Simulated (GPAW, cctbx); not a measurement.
## By hand: from a DFT structure factor to an extinction distance in Ni5HgN

Ni5HgN, P4/mmm (no. 123), a = 3.5607 Å, b = 3.5607 Å, c = 6.4672 Å, α = 90.00°, β = 90.00°, γ = 90.00°.

```csv
atom,mult.,x,y,z
Hg1,1,0,0,0
Ni1,4,1/2,0,0.3174
Ni2,1,1/2,1/2,0
N1,1,1/2,1/2,1/2
```

The cell comes from substitution in a known structure type and wasn't matched to any measured phase.

A DFT run (GPAW, PBE, 550 eV, 7×7×4 k-points (along the axes of the calculation cell), Fermi–Dirac width 0.1 eV, spin-polarised) gives the static X-ray structure factor of 100 as 42.675 e for the conventional cell; superposed free atoms give 43.123 e. **Problem.** Find the Fourier component V of the crystal potential and the two-beam extinction distance at 200 kV in both cases.

**1. Geometry**

The cell volume is Ω = 82.00 Å³ and d(100) = 3.5607 Å, so g = 1/d = 0.2808 Å⁻¹.

**2. The nuclei**

Electrons feel nuclei as well as electrons, so the nuclear charges are summed with the same phases.

Phase sums Σ exp(2πi h·x), turned so that the total is real and positive: Hg +1.000, Ni -1.000, N -1.000. Then F_Z = 80 × (+1.000) + 28 × (-1.000) + 7 × (-1.000) = 45.00 e. The electron term has the same sign for this reflection.

**3. Mott–Bethe**

Poisson's equation, term by term, gives V = (e/4πε₀)(F_Z − F)/(πΩg²), with e/4πε₀ = 14.3996 V Å.

The prefactor is 14.3996 × 3.5607²/(π × 82.00) = 0.70873 V per electron. Free atoms: (45.00 − 43.123) × 0.70873 = 1.330 V. Crystal: (45.00 − 42.675) × 0.70873 = 1.648 V. F changes by -1.04 % and V by +23.9 %: the same 0.45 e is measured against F_Z − F = 1.9 e in place of F = 43.1 e.

**4. Extinction distance**

In the two-beam case ξ = 1/(λU) with U = 2γm₀eV/h², that is ξ = 150.41 V Å²/(γλV).

At 200 kV, λ = 0.02508 Å and γ = 1.3914. Free atoms: ξ = 3240 Å. Crystal: ξ = 2616 Å. The thickness fringes go as sin²(πt/ξ), so the two patterns slip by a quarter of a period when t|1/ξ₁ − 1/ξ₀| = 1/4, at t ≈ 339 nm. Thermal motion, absorption and many-beam coupling, left out here, change a real pattern.

**5. Answer**

V(100) is 1.65 V against 1.33 V, and ξ is 2616 against 3240 Å. Limits: static atoms, two beams; no Hubbard U on Ni.

[Outputs are excerpts: Python notices, other lines and further rows are left out; steps that failed or that the build refused (PBEsol, TPSS) are not shown.]

[Logs are printed without paths, hosts, clocks, repeated set-up lines and the standing remarks that a program may print on its own settings, such as how far it seeks lower states.]
